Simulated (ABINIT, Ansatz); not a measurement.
Records of electronic-structure calculations.

```cif
data_nacl
_symmetry_space_group_name_H-M 'Fm-3m'
_symmetry_Int_Tables_number 225
_cell_length_a 5.6200
_cell_length_b 5.6200
_cell_length_c 5.6200
_cell_angle_alpha 90.000
_cell_angle_beta 90.000
_cell_angle_gamma 90.000
_cell_volume 177.50
loop_
_atom_site_label
_atom_site_type_symbol
_atom_site_symmetry_multiplicity
_atom_site_Wyckoff_symbol
_atom_site_fract_x
_atom_site_fract_y
_atom_site_fract_z
_atom_site_occupancy
Na1 Na 4 a 0.00000 0.00000 0.00000 1
Cl1 Cl 4 b 0.50000 0.00000 0.00000 1
_calc_subject 'A GW chain in ABINIT: NaCl (Fm-3m)'
_calc_method 'RPA screening on PBE, plane waves, norm-conserving pseudopotentials (and 2 further levels or steps)'
_calc_program 'ABINIT 10.8.3'
_calc_settings 'cutoff 38 Ha, PseudoDojo scalar-relativistic 0.4.1 standard, norm-conserving, ngkpt (6, 6, 6), nband 94, ecuteps 5.5 Ha, inclvkb 2, shiftk (0, 0, 0), symchi 1, awtr 1, frequency ppm, 6×6×6 k-mesh'
_calc_cost '5 runs, 4.2 min in all on 4 MPI ranks of Arm Neoverse V1, shared host'
_calc_notes 'The database entry behind the starting cell differs from other determinations of this structure. The cell and positions come from the Crystallography Open Database and are kept as given unless a step says otherwise.'
_calc_pbe_gap '5.15 eV, direct'
_calc_g0w0_gap_on_the_mesh '8.02 eV'
_calc_gw_settings '6×6×6 mesh, 94 bands, screening to 149.7 eV, Godby-Needs plasmon pole'
_calc_known_limits 'short of the basis limit'
```

[Long decimals in the printed logs are rounded to 6 places.]

[Logs are printed without paths, hosts, clocks, repeated set-up lines and the standing remarks that a program may print on its own settings, such as how far it seeks lower states.]

[Paths, hosts, dates, memory and timing lines, banners, echoed tables and standing remarks are left out of the program output; an Ansatz launch command may be rebuilt from the run's recorded settings. Measured values are a selection of at most five: reports struck by readers or far from the other reports are left out. None is set beside runs whose start may be inverted or whose files or cutoffs have a known fault.]

[Runs of the session that timed out or met a known fault of the program may be left out.]

[Hosts, paths, dates, database ids (printed as entryN), source tags and the programs' standing remarks are cut or masked in the printed files.]

[G0W0 gaps are taken among the corrected bands and points alone; a level outside them can change the order at an edge.]

[Where Ansatz stands beside ABINIT at settings called matched, ABINIT's density can come from a denser mesh and the files from another edition; pairs whose starting gaps differed by over 0.03 eV were left out, so agreement reads better than it is.]
